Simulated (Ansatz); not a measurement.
# Band gap of CsSnI3 (P4/mbm) from density functionals to GW, part 2 of 2

Aim: the gap of CsSnI3 (P4/mbm) at several levels of theory on one structure, with the time that each takes.

Ansatz 0.2.0; density functionals, hybrids and G0W0, plane waves, PAW. Known limits of the many-body steps: finite bands, screening cutoff and k mesh; no spin-orbit coupling in G0W0; band order with spin-orbit coupling not checked; large ε∞ on the G0W0 mesh; screening cutoff under 40 eV in some runs.

So far. Step 5 (HSE06 on the 2×2×2 mesh): Over mesh and listed points the gap is 0.711 eV, direct, at k = (0.000, 0.000, 0.500). HSE06 against r2SCAN: 0.711 − 0.430 = +0.281 eV. The runs also differ in mesh (4×4×4 and 2×2×2) and plane-wave cutoff (500 eV and 420 eV), so how much of this comes from the functional alone is not known. Step 6 (PBE0 on the 2×2×2 mesh): Over mesh and listed points the gap is 1.319 eV, direct, at k = (0.000, 0.000, 0.500).

In doubt: masses and optical values from hybrid runs of this build are listed as unsure (step 8), which bears on the screening that GW takes from such a start; the program warns that the response may not be converged on this k-mesh (in some of the runs), which bears on dielectric and field responses.

### Step 7. G0W0@LDA, 2×2×2 mesh, 1068 empty bands, screening to 100 eV

G0W0 replaces the xc potential by a self-energy built once from the orbitals of the start. Levels are corrected in the window of bands that the input names, at points of the mesh.

This step: G0W0 on LDA, plane waves, PAW.

Contents of input.yaml:

```yaml
crystal:
  lattice:
    - [8.7182, 0.0, 0.0]
    - [0.0, 8.7182, 0.0]
    - [0.0, 0.0, 6.1908]
  atoms:
    - { symbol: Cs, position: [0.5, 0.0, 0.0] }
    - { symbol: Cs, position: [0.0, 0.5, 0.0] }
    - { symbol: Sn, position: [0.0, 0.0, 0.5] }
    - { symbol: Sn, position: [0.5, 0.5, 0.5] }
    - { symbol: I, position: [0.0, 0.0, 0.0] }
    - { symbol: I, position: [0.5, 0.5, 0.0] }
    - { symbol: I, position: [0.7763, 0.2763, 0.5] }
    - { symbol: I, position: [0.7237, 0.7763, 0.5] }
    - { symbol: I, position: [0.2237, 0.7237, 0.5] }
    - { symbol: I, position: [0.2763, 0.2237, 0.5] }
kpoints:
  mp_grid: { grid: [2, 2, 2] }
hamiltonian:
  xc: lda
scf:
  occupations: { method: fixed }
gw:
  n_empty_bands: 1068
  ecut_chi: 100.0
  qp_bands: [v3, c3]
  qp_kpoints: band_edges
  screening: { model: contour_deformation }
```

Launch:

```bash
$ ansatz run input.yaml --threads 3 --pin off --max-ram 92160MiB --backend cuda --events-out ev --progress --plain --runs-dir out --devices 1 --max-vram 13GiB
```

Numbers of over 12 decimals in the logs are rounded to 6 here.

What it wrote:

```text
GPUs: using 1 of 1 available (devices: 1).
[...]
GPU FFT provider: cuFFT
GPU libraries: cuBLAS 13.8.2, cuFFT 12.4.0, cuSOLVER 12.3.4
Crystal: 10 atoms, lattice volume = 470.544 Å³
Basis set: ecut = 420 eV, 9213 PW (Γ)
Bands: 89, of which v1, the nominal top of the filled ones, is band 74 counted from 1 (73 counted from 0)
Symmetry: 16 space group operations
[...]
k-points: 6 of 8
[...]
1    73      3.6760   -17.3931     1.6783   -15.3885  0.7138     3.3433     3.3499  root
[...]
5    74      4.3000   -16.7706     0.9537   -15.6575  0.7285     4.1394     4.1406  root
     5    75      5.7678    -8.3013    -3.9249   -12.6226  0.7245     6.1741     6.1643  root
     5    76      5.7678    -8.3013    -3.9249   -12.6226  0.7245     6.1741     6.1643  root
     5    77      5.7974    -8.7560    -3.5188   -12.6141  0.7374     6.1427     6.1366  root
[key lines of the parts left out:]
SCF converged after 8 iterations
Free energy (F): -66912.238140 eV
Fermi energy:    5.047387 eV
```

It took 55 s on 1 × NVIDIA H100 80GB HBM3 (shared by 6 runs) with 3 threads of AMD EPYC 7R13 (Zen 3), shared host; peak memory 4 GiB.

Numbers from this step:

```yaml
bands_summed: 1142
rpa_eps_infinity_on_this_mesh_eigenvalues: 213.2, 213.2, 379.2
plane_waves_in_the_screening_matrix: 1051
g0w0_gap_over_the_corrected_points: 0.6847 eV
k_of_the_valence_top: 0, 0, -0.5
k_of_the_conduction_bottom: 0, 0, -0.5
starting_gap_on_the_mesh: 0.2614 eV
z_at_the_valence_top: 0.7356
z_at_the_conduction_bottom: 0.7419
least_direct_g0w0_gap_over_the_corrected_points: 0.6847 eV
```

Over all 6 irreducible mesh points the G0W0 gap is 0.685 eV, direct, at k = (0.000, 0.000, -0.500). The LDA gap of this run on the mesh is 0.261 eV. Other states bound it: the two that bound the G0W0 gap lie 0.302 eV apart in LDA, so state for state the correction is 0.685 − 0.302 = +0.383 eV, while gap against gap it is 0.685 − 0.261 = +0.424 eV.

### Step 8. G0W0@HSE06, 2×2×2 mesh, 1068 empty bands, screening to 100 eV

This step: G0W0 on HSE06, plane waves, PAW.

input.yaml, as its differences from that of step 7:

```diff
@@ -19,3 +19,3 @@
 hamiltonian:
-  xc: lda
+  xc: hse06
 scf:
```

What it wrote:

```text
GPUs: using 1 of 1 available (devices: 1).
[...]
GPU FFT provider: cuFFT
GPU libraries: cuBLAS 13.8.2, cuFFT 12.4.0, cuSOLVER 12.3.4
Crystal: 10 atoms, lattice volume = 470.544 Å³
Basis set: ecut = 420 eV, 9213 PW (Γ)
Bands: 89, of which v1, the nominal top of the filled ones, is band 74 counted from 1 (73 counted from 0)
Symmetry: 16 space group operations
[...]
k-points: 6 of 8
[...]
1    72      3.0456   -17.4845     2.0073   -15.1571  0.7312     2.7191     2.7256  root
     1    73      3.4531   -17.3223     1.5236   -15.5651  0.7310     3.2164     3.2196  root
[...]
5    74      4.2825   -16.6967     0.9037   -15.5924  0.7431     4.0798     4.0819  root
     5    75      6.3479    -8.4039    -3.3601   -11.7692  0.7491     6.3531     6.3531  root
     5    76      6.3479    -8.4039    -3.3601   -11.7692  0.7491     6.3531     6.3531  root
     5    77      6.3906    -7.9239    -3.7157   -11.6709  0.7398     6.4219     6.4219  root
[key lines of the parts left out:]
Free energy (F): -68522.711593 eV
Fermi energy:    5.187492 eV
```

Wall time 2.7 min (1 × NVIDIA H100 80GB HBM3 (shared by 6 runs) with 3 threads); peak memory 4.2 GiB; 3.9 min of CPU time.

This step gave:

```yaml
bands_summed: 1142
rpa_eps_infinity_on_this_mesh_eigenvalues: 29.33, 29.33, 31.54
plane_waves_in_the_screening_matrix: 1051
g0w0_gap_over_the_corrected_points: 0.8972 eV
k_of_the_valence_top: 0, 0, -0.5
k_of_the_conduction_bottom: 0, 0, -0.5
starting_gap_on_the_mesh: 0.7113 eV
z_at_the_valence_top: 0.7494
z_at_the_conduction_bottom: 0.7524
least_direct_g0w0_gap_over_the_corrected_points: 0.8972 eV
```

Over all 6 irreducible mesh points the G0W0 gap is 0.897 eV, direct, at k = (0.000, 0.000, -0.500). The HSE06 gap of this run on the mesh is 0.711 eV. The two states that bound the G0W0 gap lie that far apart at the start, so the correction of the gap is 0.897 − 0.711 = +0.186 eV. G0W0@HSE06 against G0W0@LDA with 1142 bands: 0.897 − 0.685 = +0.212 eV, with the same mesh, files and cutoffs, and both edges at the same k points. The program's warnings for this run: coarse exchange mesh.

### Step 9. G0W0@r2SCAN, 2×2×2 mesh, 1068 empty bands, screening to 100 eV

This step: G0W0 on r2SCAN, plane waves, PAW.

input.yaml, as its differences from that of step 8:

```diff
@@ -19,3 +19,3 @@
 hamiltonian:
-  xc: hse06
+  xc: r2scan
 scf:
```

What it wrote:

```text
GPUs: using 1 of 1 available (devices: 1).
[...]
GPU FFT provider: cuFFT
GPU libraries: cuBLAS 13.8.2, cuFFT 12.4.0, cuSOLVER 12.3.4
Crystal: 10 atoms, lattice volume = 470.544 Å³
Basis set: ecut = 500 eV, 12007 PW (Γ), exchange–correlation on 256×256×192 points (64 copies of the dense FFT grid, shifted against one another)
Bands: 89, of which v1, the nominal top of the filled ones, is band 74 counted from 1 (73 counted from 0)
[...]
5    73      4.5177   -16.7432     0.9839   -15.4158  0.7327     4.1667     4.1743  root *
     5    74      4.5177   -16.7432     0.9839   -15.4158  0.7327     4.1667     4.1743  root *
     5    75      6.2507    -8.5563    -3.3954   -12.0203  0.7395     6.3194     6.3193  root *
     5    76      6.2507    -8.5563    -3.3954   -12.0203  0.7395     6.3194     6.3193  root *
     5    77      6.2759    -8.0479    -3.7819   -11.9321  0.7291     6.3787     6.3782  root *
[key lines of the parts left out:]
SCF converged after 7 iterations
Free energy (F): -68627.108720 eV
Fermi energy:    5.379462 eV
```

The job ended after 74 s (1 × NVIDIA H100 80GB HBM3 (shared by 6 runs) with 3 threads; peak memory 5 GiB; 2.2 min of CPU time).

This step gave:

| Quantity | Value |
| --- | --- |
| bands summed | 1142 |
| RPA ε∞ on this mesh (eigenvalues) | 80.81, 80.81, 84.68 |
| plane waves in the screening matrix | 1051 |
| G0W0 gap over the corrected points | 0.8022 eV |
| k of the valence top | 0, 0, -0.5 |
| k of the conduction bottom | 0, 0, -0.5 |
| starting gap on the mesh | 0.4540 eV |
| Z at the valence top | 0.7391 |
| Z at the conduction bottom | 0.7426 |
| least direct G0W0 gap over the corrected points | 0.8022 eV |

Over all 6 irreducible mesh points the G0W0 gap is 0.802 eV, direct, at k = (0.000, 0.000, -0.500). The r2SCAN gap of this run on the mesh is 0.454 eV. The two states that bound the G0W0 gap lie that far apart at the start, so the correction of the gap is 0.802 − 0.454 = +0.348 eV. G0W0@r2SCAN against G0W0@HSE06 with 1142 bands: 0.802 − 0.897 = −0.095 eV. The runs also differ in plane-wave cutoff (420 eV and 500 eV), so how much of this comes from the start alone is not known. The program's warnings for this run: eigensolver not converged. The program marks 2 of the 36 corrected levels as in doubt (Σc rises), neither edge state among them.

### Step 10. All levels together

Each gap is the least one over the points named; times are wall times on shared hosts, not benchmarks. A G0W0 time includes the run's own self-consistent start. Runs with listed points see these and the mesh alone, so an edge that moves elsewhere is missed. Rows marked * are further runs, not shown as steps, whose inputs differ from the G0W0 step on the same start in the columns given; solver thresholds can differ too. Rows marked ? have an edge level that the program doubts. Symmetry makes (0.000, 0.000, 0.500) and (0.000, 0.000, -0.500) one point.

```tsv
level	mesh	files, cutoff	bands summed, screening	points	gap (eV)	valence top	conduction bottom	least direct gap (eV)	time
LDA	4×4×4	soft_2 PAW, 420 eV	-	mesh and path	0.298	(0.000, 0.000, 0.500)	(0.000, 0.000, 0.500)	0.298	19 s
LDA+SOC	4×4×4	soft_2 PAW, 420 eV	-	mesh and listed points	0.076	(0.000, 0.000, 0.500)	(0.000, 0.000, 0.500)	0.076	14 s
r2SCAN	4×4×4	soft_2 PAW, 500 eV	-	mesh and listed points	0.430	(0.000, 0.000, 0.500)	(0.000, 0.000, 0.500)	0.430	12 s
HSE06	2×2×2	soft_2 PAW, 420 eV	-	mesh and listed points	0.711	(0.000, 0.000, 0.500)	(0.000, 0.000, 0.500)	0.711	37 s
PBE0	2×2×2	soft_2 PAW, 420 eV	-	mesh and listed points	1.319	(0.000, 0.000, 0.500)	(0.000, 0.000, 0.500)	1.319	37 s
G0W0@LDA*?	2×2×2	soft_2 PAW, 420 eV	249, 30 eV	all 6 irreducible mesh points	0.297	(0.000, 0.000, -0.500)	(0.000, 0.000, -0.500)	0.297	16 s
G0W0@LDA*	2×2×2	soft_2 PAW, 420 eV	570, 60 eV	all 6 irreducible mesh points	0.534	(0.000, 0.000, -0.500)	(0.000, 0.000, -0.500)	0.534	34 s
G0W0@LDA	2×2×2	soft_2 PAW, 420 eV	1142, 100 eV	all 6 irreducible mesh points	0.685	(0.000, 0.000, -0.500)	(0.000, 0.000, -0.500)	0.685	55 s
G0W0@HSE06	2×2×2	soft_2 PAW, 420 eV	1142, 100 eV	all 6 irreducible mesh points	0.897	(0.000, 0.000, -0.500)	(0.000, 0.000, -0.500)	0.897	2.7 min
G0W0@r2SCAN	2×2×2	soft_2 PAW, 500 eV	1142, 100 eV	all 6 irreducible mesh points	0.802	(0.000, 0.000, -0.500)	(0.000, 0.000, -0.500)	0.802	74 s
```

### Step 11. What came out

| Quantity | Value |
| --- | --- |
| LDA, over mesh and path | 0.298 eV |
| LDA+SOC, over mesh and listed points | 0.076 eV |
| r2SCAN, over mesh and listed points | 0.430 eV |
| HSE06, over mesh and listed points | 0.711 eV |
| PBE0, over mesh and listed points | 1.319 eV |
| G0W0@LDA (1142 bands, 2×2×2), over all 6 irreducible mesh points | 0.685 eV |
| G0W0@HSE06, over all 6 irreducible mesh points | 0.897 eV |
| G0W0@r2SCAN, over all 6 irreducible mesh points | 0.802 eV |
| known limits | finite bands, screening cutoff and k mesh; no spin-orbit coupling in G0W0; band order with spin-orbit coupling not checked; large ε∞ on the G0W0 mesh; screening cutoff under 40 eV in some runs |

**Reading.** The rows run from 0.076 eV (LDA+SOC) to 1.319 eV (PBE0). They differ in mesh, plane-wave cutoff, bands and screening cutoff of G0W0 and the points over which the gap was sought as well as in level, so only pairs that share these are like for like. LDA+SOC against LDA: 0.076 − 0.298 = −0.222 eV, with the same mesh, set of files (read in its fully relativistic form for the spin-orbit run) and cutoff, and both edges at the same k points. The spin-orbit run sees mesh and listed points alone, so its gap is an upper bound: the coupling can move an edge off these points, and the change over the zone, its sign included where it is small, is not known. The order of the bands was not checked, so with a gap cut this far they may have crossed. PBE0 against HSE06: 1.319 − 0.711 = +0.608 eV, with the same mesh, files and cutoff, and both edges at the same k points. G0W0@HSE06 against G0W0@LDA with 1142 bands: 0.897 − 0.685 = +0.212 eV, with the same mesh, files and cutoffs, and both edges at the same k points. G0W0@LDA (1142 bands, 2×2×2) moves the gap of its own start on the mesh by 0.685 − 0.261 = +0.424 eV, with other states at the edges (they lie 0.302 eV apart at the start). Both edges that LDA shows over mesh and path lie at k points where levels were corrected. Levels at other points were not corrected, so a lower G0W0 gap elsewhere in the zone is not ruled out. G0W0@HSE06 moves the gap of its own start on the mesh by 0.897 − 0.711 = +0.186 eV, between the same two levels. Both edges that HSE06 shows over mesh and listed points lie at k points where levels were corrected. Levels at other points were not corrected, so a lower G0W0 gap elsewhere in the zone is not ruled out. G0W0@r2SCAN moves the gap of its own start on the mesh by 0.802 − 0.454 = +0.348 eV, between the same two levels. Both edges that r2SCAN shows over mesh and listed points lie at k points where levels were corrected. Levels at other points were not corrected, so a lower G0W0 gap elsewhere in the zone is not ruled out. What spin-orbit coupling does to the G0W0 levels was not computed, so no sum with the G0W0 gap is formed. For G0W0@LDA: from 249 bands and 30 eV to 1142 bands and 100 eV the gap moves by 0.685 − 0.297 = +0.388 eV (rung by rung 0.297, 0.534, 0.685 eV); bands and screening cutoff rise together, so their parts are not told apart. The states that bound the gap change along the series, so no limit is drawn and it is not known. The other G0W0 rows are shown at one basis each (1142 bands), so their distance from the limit is not known here. For G0W0@HSE06: the program's warnings for this run: coarse exchange mesh. For G0W0@r2SCAN: the program's warnings for this run: eigensolver not converged. The program marks 2 of the 36 corrected levels as in doubt (Σc rises), neither edge state among them. The G0W0 runs are scalar-relativistic. With heavy atoms and a narrow start gap, spin-orbit coupling can change the order of the bands at the edges; the order was not checked, and the scalar-relativistic G0W0 gap may be a model value. The largest eigenvalue of the RPA ε∞ is large: 379 in G0W0@LDA (2×2×2, 1142 bands), 32 in G0W0@HSE06 (2×2×2, 1142 bands), 85 in G0W0@r2SCAN (2×2×2, 1142 bands), 396 in G0W0@LDA (2×2×2, 249 bands) and 380 in G0W0@LDA (2×2×2, 570 bands). A perturbation-theory run of this series on LDA, not shown as a step (4×4×4 (response on 640 points) mesh, soft_2 PAW), gives 8.3 and 9.0 (stated error 9.4), so a mesh with so large a value overstates the long-range screening, which bears on the G0W0 gap by an amount not known here. No pair of G0W0 runs that differ in the mesh alone is shown (2×2×2 is a supercell whose nearest images lie 12 Å apart), so the error from the mesh is not known here. G0W0@LDA runs of this series with other atomic data on the same mesh, not shown as steps, give 0.728 eV (hard PAW, 640 eV, 1665 bands, screening to 130 eV); where bands and cutoffs differ too, the part of the files is not isolated. A screening cutoff under 40 eV is crude: G0W0@LDA with 249 bands at 30 eV.

[Paths, hosts, dates, memory and timing lines, banners, echoed tables and standing remarks are left out of the program output.]

[Logs are printed without paths, hosts, clocks, repeated set-up lines and the standing remarks that a program may print on its own settings, such as how far it seeks lower states.]

[Runs of the session that timed out or met a known fault of the program may be left out.]

[Cells called generated may have been cut or substituted from an entry of the Crystallography Open Database or the Materials Project.]

[Hosts, paths, dates, database ids (printed as entryN), source tags and the programs' standing remarks are cut or masked in the printed files.]

[Where an RPA ε∞ is given, it is that of the G0W0 mesh and is not shown converged in it. Names of k-points follow the symmetry that the program found, which can be lower than the space group named. Band edges on a path are those of the sampled points; other points can move an edge, and change direct to indirect where valleys lie close.]

[Hybrid gaps are those of their k-mesh and are not shown converged in it.]
